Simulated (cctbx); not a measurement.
**Reading a Patterson map**

Space group P4/mbm (no. 127), a = 7.0570 Å, b = 7.0570 Å, c = 4.2260 Å, α = 90.00°, β = 90.00°, γ = 90.00°, content Gd4 Ge4 Cu2.

Simulated single-crystal data (cctbx): Mo Kα, λ = 0.71073 Å, to d = 0.65 Å, 70 % of the full sphere, strongest reflection 70000 counts, noise from counting, a 2 % proportional error and a noise floor of 8 counts (s.d.); no absorption.

Patterson synthesis from sharpened amplitudes, origin scaled to 1000:

```text
Patterson group P 4/m m m
      u       v       w   height  length (A)
  0.000   0.000   0.000   1000.0     0.00
  0.147   0.500   0.000    402.4     3.68
  0.354   0.354   0.000    193.4     3.53
  0.197   0.197   0.500    150.8     2.89
  0.447   0.447   0.500    149.3     4.94
  0.051   0.300   0.500    145.3     3.01
  0.177   0.327   0.500    137.3     3.37
  0.132   0.372   0.000     61.2     2.79
  0.271   0.500   0.000     50.7     4.01
  0.000   0.114   0.116     39.3     0.94
  0.059   0.059   0.169     38.0     0.93
  0.088   0.088   0.085     34.0     0.94
  0.500   0.500   0.000     33.7     4.99
  0.438   0.438   0.121     23.3     4.40
```

Q: Assign the vectors.

A peak at u stands for all pairs with xi − xj = u, with weight Σ ZiZj against Σ Z² = 22162 at the origin. Peak heights follow these weights only roughly, since form factors, motion and series ripples differ, all vectors within 0.55 Å of a peak are counted as merged into it though the farther ones add only part of their weight, and F(000) is left out, which lowers the whole map:

| u | v | w | shortest length (Å) | height | 1000 ΣZiZj/ΣZ² | pairs in the cell |
| --- | --- | --- | --- | --- | --- | --- |
| 0.147 | 0.500 | 0.000 | 3.68 | 402 | 370 | 2 × Gd–Gd |
| 0.354 | 0.354 | 0.000 | 3.53 | 193 | 185 | 1 × Gd–Gd |
| 0.197 | 0.197 | 0.500 | 2.89 | 151 | 185 | 2 × Gd–Ge |
| 0.447 | 0.447 | 0.500 | 4.94 | 149 | 185 | 2 × Gd–Ge |
| 0.051 | 0.300 | 0.500 | 3.01 | 145 | 185 | 2 × Gd–Ge |
| 0.177 | 0.327 | 0.500 | 3.37 | 137 | 167 | 2 × Gd–Cu |
| 0.132 | 0.372 | 0.000 | 2.79 | 61 | 84 | 2 × Ge–Cu |
| 0.271 | 0.500 | 0.000 | 4.01 | 51 | 92 | 2 × Ge–Ge |

The table stops at ten peaks or at a height of 45, below which ripples compete. In the model behind the data Gd, the heaviest element, has 1 independent site: (0.3227, 0.8227, 0), up to an allowed shift of origin; the Gd–Gd vectors are differences of these positions and their symmetry mates. The whole model:

```
atom  mult.       x       y    z  Ueq (Å²)
 Gd1      4  0.3227  0.8227    0    0.0107
 Ge1      4  0.6271  0.8729  1/2    0.0169
 Cu1      2     1/2     1/2  1/2    0.0173
```

This is a model crystal, built by substitution and not relaxed, with assumed displacement parameters.

[Logs are printed without paths, hosts, clocks, repeated set-up lines and the standing remarks that a program may print on its own settings, such as how far it seeks lower states.]
